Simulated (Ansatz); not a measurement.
## HfScAl4: relaxing a made-up structure

Starting from a made-up structure for HfScAl4, the aim is the relaxed cell, its shortest contacts and, where a second run follows, its electronic structure.

Method: DFT, PBE, plane-wave PAW, files of the set soft_1, scalar-relativistic, no spin, cell and ions relaxed at zero pressure; PAW set soft_1, in the first sound run; inputs show where later runs differ, in Ansatz 0.2.0.

**1. Starting point**

The structure is trigonal, space group R3m (No. 160). Conventional cell: a = 5.221 Å, b = 5.221 Å, c = 12.997 Å, α = 90.00°, β = 90.00°, γ = 120.00°. Nearest to Hf lie 12 Al at 3.00 to 3.12 Å and 4 Sc at 3.17 to 3.36 Å. Nearest to Sc lie 12 Al at 3.05 to 3.10 Å and 4 Hf at 3.17 to 3.36 Å. Nearest to Al lie 6 Al at 2.51 to 2.71 Å and 3 Hf at 3.00 to 3.12 Å and 3 Sc at 3.09 to 3.10 Å. Nearest to Al lie 6 Al at 2.64 Å and 3 Sc at 3.05 Å and 3 Hf at 3.06 Å. Farther neighbours are not listed.

**2. Relaxation of the guess**

The guess takes its coordinates from another compound and its volume from a rule, so the cell and any free coordinates are relaxed together.

File input.yaml:

```yaml
crystal:
  lattice:
    - [2.6105, 1.507172878, 4.332333333]
    - [-2.6105, 1.507172878, 4.332333333]
    - [0.0, -3.014345755, 4.332333333]
  atoms:
    - { symbol: Hf, position: [0.74816666, 0.74816666, 0.74816666] }
    - { symbol: Sc, position: [0.006399993, 0.006399993, 0.006399993] }
    - { symbol: Al, position: [0.86599999, 0.385749995, 0.385749995] }
    - { symbol: Al, position: [0.375633327, 0.375633327, 0.375633327] }
    - { symbol: Al, position: [0.385749995, 0.86599999, 0.385749995] }
    - { symbol: Al, position: [0.385749995, 0.385749995, 0.86599999] }
kpoints:
  mp_grid: { grid: [6, 6, 6] }
scf:
  occupations: { method: fermi_dirac, width: 0.05 }
hamiltonian:
  xc: pbe
  pseudopotentials: { kind: paw, azcp: { folder: soft_1 } }
relax:
  f_tol: 0.015
  max_steps: 70
  cell: {}
output:
  forces: true
  stress: true
```

Run with:

```
ansatz run input.yaml --threads 4 --pin off --max-ram 10240MiB --backend cpu --events-out ev --progress --plain --runs-dir out
```

Numbers of over 12 decimals in the logs are rounded to 6 here.

Log:

```text
Engine: ansatz 0.2.0, x86_64-unknown-linux-gnu
Pseudopotentials: kind: paw
Pseudopotential: Hf, paw, valence charge 26, recommended cutoff 420 eV (normal), soft_1/Hf.paw.azcp
Pseudopotential: Sc, paw, valence charge 11, recommended cutoff 420 eV (normal), soft_1/Sc.paw.azcp
Pseudopotential: Al, paw, valence charge 3, recommended cutoff 420 eV (normal), soft_1/Al.paw.azcp
Functional definition: PBE
  parameter kappa = 0.804
  parameter beta = 0.066725
  exchange = pbe_x(kappa = kappa, mu = beta*pi^2/3)
  correlation = pbe_c(beta = beta)
Crystal: 6 atoms, lattice volume = 102.273 Å³
Basis set: ecut = 420 eV, 2013 PW (Γ), exchange–correlation on 72×72×72 points (8 copies of the dense FFT grid, shifted against one another)
Bands: 31, of which v1, the nominal top of the filled ones, is band 25 counted from 1 (24 counted from 0)
Symmetry: 6 space group operations
Space group: R3m (ITA 160), of the structure as read, at distance tolerance 4.7e-5 Å
k-points: 32 of 216 (time reversal used)
Non-local potential: Hf, projectors of the file, l = 0: 3, l = 1: 2, l = 2: 2, l = 3: 3
Non-local potential: Sc, projectors of the file, l = 0: 3, l = 1: 2, l = 2: 3, l = 3: 1
Non-local potential: Al, projectors of the file, l = 0: 2, l = 1: 2, l = 2: 1
PAW form: soft (Blöchl's): semilocal exchange-correlation on the pseudo side does not see the compensation charge
PAW one-centre angular grid: Hf, 590 points (default); XC on 64 Gauss nodes
PAW one-centre angular grid: Sc, 590 points (default); XC on 64 Gauss nodes
PAW one-centre angular grid: Al, 110 points (default); XC on 64 Gauss nodes
Initial density: superposition of atomic densities (chi_scale 0.1, normalization cell, long waves kept (reshape's long-wave potential 0.00 eV rms))
Initial wavefunctions: pseudopotential atomic-orbital guess
Functional: x = pbe(κ = 0.804, μ = 0.219515), c = pbe(β = 0.066725)
SCF iter   1: F=—  HF=-20010.976627 eV  |F-HF|=—  |Δ(HF+E_count)|=         —  Δρ=2.84e-2  dr2=9.73e-1  ethr=3.10e-3  ⟨swp⟩=6.4  Hψ=4199  notcnv=0
preconditioner: auto → Kerker (q_TF=auto, 2.413 Å⁻¹)  [metal: Δε(μ)=0.046 eV  Ē_g=8.720 eV  σ=0.050 eV  W_gap=0.22  n_scr=26 (ndim 8)  ℏωp=21.1 eV  f_vac=0.000  D(μ)=2.00/eV (n_scr^D=14)]
SCF iter   2: F=—  HF=-20010.744193 eV  |F-HF|=—  |Δ(HF+E_count)|=   2.32e-1  Δρ=1.71e-2  dr2=3.30e-1  ethr=1.99e-3  ⟨swp⟩=2.0  Hψ=1425  notcnv=0  defer=13
SCF iter   3: F=—  HF=-20010.633416 eV  |F-HF|=—  |Δ(HF+E_count)|=   1.11e-1  Δρ=5.96e-3  dr2=3.84e-2  ethr=6.74e-4  ⟨swp⟩=2.1  Hψ=1705  notcnv=0  defer=13
SCF iter   4: F=—  HF=-20010.597420 eV  |F-HF|=—  |Δ(HF+E_count)|=   3.60e-2  Δρ=3.14e-3  dr2=1.39e-2  ethr=7.84e-5  ⟨swp⟩=2.1  Hψ=1960  notcnv=0  defer=13
SCF iter   5: F=—  HF=-20010.593052 eV  |F-HF|=—  |Δ(HF+E_count)|=   4.37e-3  Δρ=1.08e-3  dr2=1.54e-3  ethr=2.84e-5  ⟨swp⟩=2.0  Hψ=1697  notcnv=0  defer=13
SCF iter   6: F=—  HF=-20010.592612 eV  |F-HF|=—  |Δ(HF+E_count)|=   4.40e-4  Δρ=2.33e-4  dr2=5.12e-5  ethr=3.14e-6  ⟨swp⟩=2.1  Hψ=1239  notcnv=0  defer=13
SCF iter   7: F=—  HF=-20010.592620 eV  |F-HF|=—  |Δ(HF+E_count)|=   8.36e-6  Δρ=6.10e-5  dr2=5.81e-6  ethr=1.04e-7  ⟨swp⟩=2.0  Hψ=1786  notcnv=0  defer=12
SCF iter   8: F=—  HF=-20010.592619 eV  |F-HF|=—  |Δ(HF+E_count)|=   1.45e-6  Δρ=1.21e-5  dr2=1.96e-7  ethr=1.19e-8  ⟨swp⟩=2.0  Hψ=1769  notcnv=0  defer=12
SCF iter   9: F=-20010.592619 eV  HF=-20010.592619 eV  |F-HF|=2.26e-8  |Δ(HF+E_count)|=   3.14e-8  Δρ=2.55e-6  dr2=9.70e-9  ethr=2.04e-10  ⟨swp⟩=4.0  Hψ=3184  notcnv=0
SCF 1 converged in 9 iterations: F = -20010.592619 eV  dr2 = 9.70e-9
  greatest PAW one-centre occupation: 0.998 electrons in one spin orbital (limit 2), on the Hf atom at site 0 (counted from 0), in its partial waves of l = 0
relax step   1: F+E_penalty+E_count = -20010.59261859 eV  Δ(F+E_penalty+E_count) = +0.000e0 eV  max|allowed force component| = 1.260e0 eV/Å  Δτ_max = 0.0000 Å  P = +4.899 GPa  Ω = 102.273 Å³  (9 SCF iters, dr2 threshold 1.00e-7 eV, accepted)
Crystal: 6 atoms, lattice volume = 106.996 Å³
Basis set: ecut = 420 eV, 2085 PW (Γ), exchange–correlation on 72×72×72 points (8 copies of the dense FFT grid, shifted against one another)
Initial density: handed on by an earlier stage of this run
Initial wavefunctions: those handed on with the density
iter 1 solved again at ethr=4.43e-4 eV; its pass at ethr=3.10e-3 eV (dr2=2.17e-1 eV) is discarded
SCF iter   1: F=—  HF=-20010.812042 eV  |F-HF|=—  |Δ(HF+E_count)|=         —  Δρ=9.95e-3  dr2=2.20e-1  ethr=4.43e-4  ⟨swp⟩=1.2  Hψ=5787  notcnv=0
preconditioner: auto → Kerker (q_TF=auto, 2.395 Å⁻¹)  [metal: Δε(μ)=0.062 eV  Ē_g=8.967 eV  σ=0.050 eV  W_gap=0.29  n_scr=26 (ndim 8)  ℏωp=20.6 eV  f_vac=0.000  D(μ)=2.44/eV (n_scr^D=14)]
SCF iter   2: F=—  HF=-20010.769029 eV  |F-HF|=—  |Δ(HF+E_count)|=   4.30e-2  Δρ=5.75e-3  dr2=8.77e-2  ethr=4.43e-4  ⟨swp⟩=2.0  Hψ=1119  notcnv=0
SCF iter   3: F=—  HF=-20010.743549 eV  |F-HF|=—  |Δ(HF+E_count)|=   2.55e-2  Δρ=1.02e-3  dr2=1.12e-3  ethr=1.79e-4  ⟨swp⟩=3.1  Hψ=1882  notcnv=0
SCF iter   4: F=—  HF=-20010.742032 eV  |F-HF|=—  |Δ(HF+E_count)|=   1.52e-3  Δρ=4.83e-4  dr2=2.44e-4  ethr=2.28e-6  ⟨swp⟩=2.0  Hψ=1789  notcnv=0
SCF iter   5: F=—  HF=-20010.741921 eV  |F-HF|=—  |Δ(HF+E_count)|=   1.11e-4  Δρ=1.67e-4  dr2=2.92e-5  ethr=4.98e-7  ⟨swp⟩=2.0  Hψ=1684  notcnv=0
SCF iter   6: F=—  HF=-20010.741917 eV  |F-HF|=—  |Δ(HF+E_count)|=   4.85e-6  Δρ=3.59e-5  dr2=1.21e-6  ethr=5.95e-8  ⟨swp⟩=2.0  Hψ=1768  notcnv=0
SCF iter   7: F=-20010.741916 eV  HF=-20010.741916 eV  |F-HF|=2.38e-8  |Δ(HF+E_count)|=   1.37e-8  Δρ=1.09e-5  dr2=9.18e-8  ethr=1.22e-9  ⟨swp⟩=4.9  Hψ=3840  notcnv=0
SCF 2 converged in 7 iterations: F = -20010.741916 eV  dr2 = 9.18e-8
relax step   2: F+E_penalty+E_count = -20010.74191647 eV  Δ(F+E_penalty+E_count) = -1.493e-1 eV  max|allowed force component| = 6.414e-1 eV/Å  Δτ_max = 0.1442 Å  P = -0.443 GPa  Ω = 106.996 Å³  energy of the carried Pulay correction = -9.556e-4 eV  (7 SCF iters, dr2 threshold 6.00e-7 eV, accepted)
Crystal: 6 atoms, lattice volume = 106.072 Å³
iter 1 solved again at ethr=9.38e-5 eV; its pass at ethr=3.10e-3 eV (dr2=4.59e-2 eV) is discarded
SCF iter   1: F=—  HF=-20010.810724 eV  |F-HF|=—  |Δ(HF+E_count)|=         —  Δρ=4.94e-3  dr2=4.60e-2  ethr=9.38e-5  ⟨swp⟩=1.2  Hψ=5056  notcnv=0
preconditioner: auto → Kerker (q_TF=auto, 2.399 Å⁻¹)  [metal: Δε(μ)=0.080 eV  Ē_g=8.979 eV  σ=0.050 eV  W_gap=0.35  n_scr=26 (ndim 8)  ℏωp=20.7 eV  f_vac=0.000  D(μ)=1.78/eV (n_scr^D=14)]
SCF iter   2: F=—  HF=-20010.801844 eV  |F-HF|=—  |Δ(HF+E_count)|=   8.88e-3  Δρ=2.86e-3  dr2=1.93e-2  ethr=9.38e-5  ⟨swp⟩=1.0  Hψ=992  notcnv=0
SCF iter   3: F=—  HF=-20010.796054 eV  |F-HF|=—  |Δ(HF+E_count)|=   5.79e-3  Δρ=4.96e-4  dr2=2.80e-4  ethr=3.94e-5  ⟨swp⟩=2.1  Hψ=1436  notcnv=0
SCF iter   4: F=—  HF=-20010.795941 eV  |F-HF|=—  |Δ(HF+E_count)|=   1.13e-4  Δρ=2.74e-4  dr2=1.03e-4  ethr=5.72e-7  ⟨swp⟩=2.0  Hψ=1801  notcnv=0
SCF iter   5: F=—  HF=-20010.795862 eV  |F-HF|=—  |Δ(HF+E_count)|=   7.92e-5  Δρ=1.34e-4  dr2=2.44e-5  ethr=2.11e-7  ⟨swp⟩=2.2  Hψ=1628  notcnv=0
SCF iter   6: F=—  HF=-20010.795843 eV  |F-HF|=—  |Δ(HF+E_count)|=   1.92e-5  Δρ=3.22e-5  dr2=1.29e-6  ethr=4.99e-8  ⟨swp⟩=2.0  Hψ=1775  notcnv=0
SCF iter   7: F=-20010.795842 eV  HF=-20010.795842 eV  |F-HF|=1.18e-7  |Δ(HF+E_count)|=   1.14e-6  Δρ=1.15e-5  dr2=1.72e-7  ethr=1.22e-9  ⟨swp⟩=4.8  Hψ=3806  notcnv=0
SCF 3 converged in 7 iterations: F = -20010.795842 eV  dr2 = 1.72e-7
relax step   3: F+E_penalty+E_count = -20010.79584166 eV  Δ(F+E_penalty+E_count) = -5.393e-2 eV  max|allowed force component| = 2.388e-2 eV/Å  Δτ_max = 0.0800 Å  P = +0.216 GPa  Ω = 106.072 Å³  energy of the carried Pulay correction = -7.721e-4 eV  (7 SCF iters, dr2 threshold 6.00e-7 eV, accepted)
Crystal: 6 atoms, lattice volume = 106.296 Å³
iter 1 solved again at ethr=1.78e-7 eV; its pass at ethr=3.10e-3 eV (dr2=8.74e-5 eV) is discarded
SCF iter   1: F=—  HF=-20010.796088 eV  |F-HF|=—  |Δ(HF+E_count)|=         —  Δρ=1.99e-4  dr2=9.04e-5  ethr=1.78e-7  ⟨swp⟩=2.0  Hψ=5223  notcnv=0
preconditioner: auto → Kerker (q_TF=auto, 2.398 Å⁻¹)  [metal: Δε(μ)=0.084 eV  Ē_g=8.987 eV  σ=0.050 eV  W_gap=0.35  n_scr=26 (ndim 8)  ℏωp=20.7 eV  f_vac=0.000  D(μ)=1.73/eV (n_scr^D=14)]
SCF iter   2: F=—  HF=-20010.796060 eV  |F-HF|=—  |Δ(HF+E_count)|=   2.81e-5  Δρ=1.18e-4  dr2=3.73e-5  ethr=1.78e-7  ⟨swp⟩=1.0  Hψ=992  notcnv=0
SCF iter   3: F=—  HF=-20010.796049 eV  |F-HF|=—  |Δ(HF+E_count)|=   1.09e-5  Δρ=2.91e-5  dr2=1.42e-6  ethr=7.60e-8  ⟨swp⟩=2.0  Hψ=1523  notcnv=0
SCF iter   4: F=—  HF=-20010.796047 eV  |F-HF|=—  |Δ(HF+E_count)|=   1.67e-6  Δρ=1.27e-5  dr2=2.15e-7  ethr=2.91e-9  ⟨swp⟩=2.0  Hψ=1785  notcnv=0
SCF iter   5: F=-20010.796047 eV  HF=-20010.796047 eV  |F-HF|=1.85e-8  |Δ(HF+E_count)|=   7.74e-8  Δρ=3.99e-6  dr2=2.15e-8  ethr=2.94e-10  ⟨swp⟩=4.2  Hψ=3519  notcnv=0
SCF 4 converged in 5 iterations: F = -20010.796047 eV  dr2 = 2.15e-8
relax step   4: F+E_penalty+E_count = -20010.79604705 eV  Δ(F+E_penalty+E_count) = -2.054e-4 eV  max|allowed force component| = 8.981e-4 eV/Å  Δτ_max = 0.0030 Å  P = -0.001 GPa  Ω = 106.296 Å³  energy of the carried Pulay correction = -8.166e-4 eV  (5 SCF iters, dr2 threshold 1.44e-7 eV, accepted)
Initial wavefunctions: pseudopotential atomic-orbital guess (no wavefunctions were taken with the density)
iter 1 solved again at ethr=2.17e-7 eV; its pass at ethr=3.10e-3 eV (dr2=1.06e-4 eV) is discarded
SCF iter   1: F=—  HF=-20010.796987 eV  |F-HF|=—  |Δ(HF+E_count)|=         —  Δρ=1.69e-4  dr2=7.97e-7  ethr=2.17e-7  ⟨swp⟩=3.0  Hψ=6604  notcnv=0
preconditioner: auto → Kerker (q_TF=auto, 2.398 Å⁻¹)  [metal: Δε(μ)=0.084 eV  Ē_g=8.986 eV  σ=0.050 eV  W_gap=0.35  n_scr=26 (ndim 8)  ℏωp=20.7 eV  f_vac=0.000  D(μ)=1.73/eV (n_scr^D=14)]
SCF iter   2: F=—  HF=-20010.797027 eV  |F-HF|=—  |Δ(HF+E_count)|=   4.03e-5  Δρ=8.70e-5  dr2=4.61e-7  ethr=1.63e-9  ⟨swp⟩=2.1  Hψ=1781  notcnv=0
SCF iter   3: F=—  HF=-20010.797039 eV  |F-HF|=—  |Δ(HF+E_count)|=   1.20e-5  Δρ=4.77e-5  dr2=8.60e-8  ethr=9.40e-10  ⟨swp⟩=2.0  Hψ=1611  notcnv=0
SCF iter   4: F=—  HF=-20010.797044 eV  |F-HF|=—  |Δ(HF+E_count)|=   4.38e-6  Δρ=2.02e-5  dr2=2.37e-8  ethr=1.76e-10  ⟨swp⟩=2.9  Hψ=1628  notcnv=0
SCF iter   5: F=—  HF=-20010.797045 eV  |F-HF|=—  |Δ(HF+E_count)|=   9.01e-7  Δρ=4.31e-6  dr2=1.19e-9  ethr=4.84e-11  ⟨swp⟩=2.9  Hψ=1644  notcnv=0
SCF iter   6: F=—  HF=-20010.797045 eV  |F-HF|=—  |Δ(HF+E_count)|=   4.09e-8  Δρ=7.89e-7  dr2=7.24e-11  ethr=2.43e-12  ⟨swp⟩=2.0  Hψ=1779  notcnv=0
SCF iter   7: F=-20010.797045 eV  HF=-20010.797045 eV  |F-HF|=0.00e0  |Δ(HF+E_count)|=   1.35e-9  Δρ=6.97e-8  dr2=4.95e-12  ethr=1.00e-12  ⟨swp⟩=4.0  Hψ=3065  notcnv=0
SCF 5 converged in 7 iterations: F = -20010.797045 eV  dr2 = 4.95e-12
relax step   5: F+E_penalty+E_count = -20010.79704463 eV  Δ(F+E_penalty+E_count) = -9.976e-4 eV  max|allowed force component| = 9.608e-4 eV/Å  Δτ_max = 0.0000 Å  P = +0.010 GPa  Ω = 106.296 Å³  stress off target by 2.04e-2 GPa  SCF on the basis re-selected at this cell (its energy is not comparable with the rows above)  (7 SCF iters)
basis re-selected at this cell: Δ(F+E_penalty+E_count) = -9.976e-4 eV, ΔP = +0.012 GPa vs the last step (what re-selecting the basis moved, of the pressure what is left beyond the Pulay correction that the steps carried, after the strain that the cell walked since its last selection, with what the two solves' SCF thresholds leave and, on support functions, any second-order correction that the steps lacked; it is no m [...]
SCF converged after 7 iterations
Free energy (F): -20010.797045 eV
Harris-Foulkes:  -20010.797045 eV  (|F-HF|=0.00e0)
Internal energy: -20010.781985 eV  (E = F + TS)
E sigma→0 (E₀):  -20010.789515 eV
Entropy (-TS):   -0.015060 eV (-2.510 meV/atom)
Fermi energy:    10.849488 eV
--- Per-component energies (eV) ---
  E_band       = -279.252138
  E_kinetic    = 707.004124
  E_local      = -9544.110603  (includes V_loc(G=0)·N_el)
  E_nonlocal   = 241.479011
  E_hartree    = 4518.795081
  E_xc         = -504.049646
  E_vxc        = -478.282738  (∫ρ·V_xc dr)
  E_paw        = -10564.768113  (= ΣΔE_a)
  E_vpaw       = -242.932176  (= ΣTr[D̂ρ^β])
  E_aug_tail   = 0.000144  (compensation charges beyond the density's cutoff)
  E_ewald      = -4865.131982
  E_smearing   = -0.015060  (= −TS)
  E_closure    = 0.000000  (closes the sum)
  Σ components = -20010.797045   (vs F -20010.797045, Δ=0.00e0)
--- Forces (eV/Å), atoms counted from 1 ---
  atom   1  Hf     0.00000000    -0.00000000    -0.00046857
  atom   2  Sc     0.00000000     0.00000000     0.00014128
  atom   3  Al    -0.00048292    -0.00027882    -0.00021112
  atom   4  Al     0.00000000     0.00000000     0.00096088
  atom   5  Al     0.00048292    -0.00027882    -0.00021112
  atom   6  Al     0.00000000     0.00055763    -0.00021112
  max |Σ_I F_I| component: 2.30e-7 eV/Å
--- Stress (GPa, compression-positive) ---
        0.020371      -0.000000      -0.000000
       -0.000000       0.020371      -0.000000
       -0.000000      -0.000000      -0.010320
  P = ⅓ Tr σ = 0.0101 GPa (0.101 kbar)
--- Relaxed structure (4 steps of the walk, 4 accepted, 1 SCFs on fresh bases) ---
  F+E_penalty+E_count = -20010.79704463 eV   max|allowed force component| = 9.608e-4 eV/Å   (the final SCF, on the basis selected at the relaxed cell)
  cell:  # Å, volume = 106.2956 Å³
    - [2.658394, 1.534824, 4.341963]
    - [-2.658394, 1.534824, 4.341963]
    - [0, -3.069649, 4.341963]
  atoms:
    - { symbol: Hf, position: [0.752959, 0.752959, 0.752959] }
    - { symbol: Sc, position: [0.00294595, 0.00294595, 0.00294595] }
    - { symbol: Al, position: [0.877544, 0.378084, 0.378084] }
    - { symbol: Al, position: [0.378083, 0.378083, 0.378083] }
    - { symbol: Al, position: [0.378084, 0.877544, 0.378084] }
    - { symbol: Al, position: [0.378084, 0.378084, 0.877544] }
```

It took 5.2 s on 4 threads of AMD EPYC 9B45 (Zen 5), shared host; peak memory 0.53 GiB.

Step by step:

| step | energy less that of the first step (eV) | largest force component (eV/Å) | pressure (GPa) | volume (Å³) |
| --- | --- | --- | --- | --- |
| 1 | 0.0000 | 1.2601 | 4.90 | 102.27 |
| 2 | -0.1493 | 0.6414 | -0.44 | 107.00 |
| 3 | -0.2032 | 0.0239 | 0.22 | 106.07 |
| 4 | -0.2034 | 0.0009 | 0.00 | 106.30 |
| 5* | -0.2044 | 0.0010 | 0.01 | 106.30 |

Relaxation steps marked * repeat the geometry before them on a plane-wave basis chosen anew for their cell, so energy and pressure can jump there.

The run keeps the 6 symmetry operations that it works with, so distortions that break them were not tested.

| cell as run | before | after | change |
| --- | --- | --- | --- |
| a (Å) | 5.278 | 5.317 | +0.8 % |
| b (Å) | 5.278 | 5.317 | +0.8 % |
| c (Å) | 5.278 | 5.317 | +0.8 % |
| α (°) | 59.29 | 59.99 | +1.2 % |
| β (°) | 59.29 | 59.99 | +1.2 % |
| γ (°) | 59.29 | 59.99 | +1.2 % |
| volume (Å³/atom) | 17.05 | 17.72 | +3.9 % |

The atoms that moved most (Å, as changes of fractional coordinates times the final cell):

| atom | dx | dy | dz | length |
| --- | --- | --- | --- | --- |
| Hf1 | 0.000 | 0.000 | 0.062 | 0.062 |
| Al6 | 0.000 | -0.059 | -0.016 | 0.061 |
| Al5 | -0.051 | 0.029 | -0.016 | 0.061 |
| Al3 | 0.051 | 0.029 | -0.016 | 0.061 |
| Sc2 | 0.000 | 0.000 | -0.045 | 0.045 |
| Al4 | 0.000 | 0.000 | 0.032 | 0.032 |

Final coordinates:

```cif
data_structure
_symmetry_space_group_name_H-M 'P 1'
_symmetry_Int_Tables_number 1
_cell_length_a 5.3175
_cell_length_b 5.3175
_cell_length_c 5.3175
_cell_angle_alpha 59.992
_cell_angle_beta 59.992
_cell_angle_gamma 59.992
_cell_volume 106.30
loop_
_atom_site_label
_atom_site_type_symbol
_atom_site_fract_x
_atom_site_fract_y
_atom_site_fract_z
_atom_site_occupancy
Hf1 Hf 0.75296 0.75296 0.75296 1
Sc2 Sc 0.00295 0.00295 0.00295 1
Al3 Al 0.87754 0.37808 0.37808 1
Al4 Al 0.37808 0.37808 0.37808 1
Al5 Al 0.37808 0.87754 0.37808 1
Al6 Al 0.37808 0.37808 0.87754 1
```

This step gave:

```
free energy             : -20010.7970 eV
energy at zero smearing : -20010.7895 eV
smearing term TS        : 0.01506 eV
Fermi energy            : 10.85 eV
electrons               : 49
symmetry operations     : 6
pressure                : 0.01014 GPa
```

The shortest distance of each pair, which need not be the same contact before and after:

| pair | guess (Å) | relaxed (Å) |
| --- | --- | --- |
| Al–Al | 2.507 | 2.656 |
| Al–Hf | 3.002 | 3.117 |
| Al–Sc | 3.050 | 3.118 |
| Hf–Sc | 3.168 | 3.256 |
| Hf–Hf | 5.221 | 5.317 |

The relaxation ends with a largest force component of 9.6e-4 eV/Å and a pressure of 0.01 GPa.

[end of part 1 of 2]

[Logs are printed without paths, hosts, clocks, repeated set-up lines and the standing remarks that a program may print on its own settings, such as how far it seeks lower states.]

[Hosts, paths, dates, database ids (printed as entryN), source tags and the programs' standing remarks are cut or masked in the printed files.]
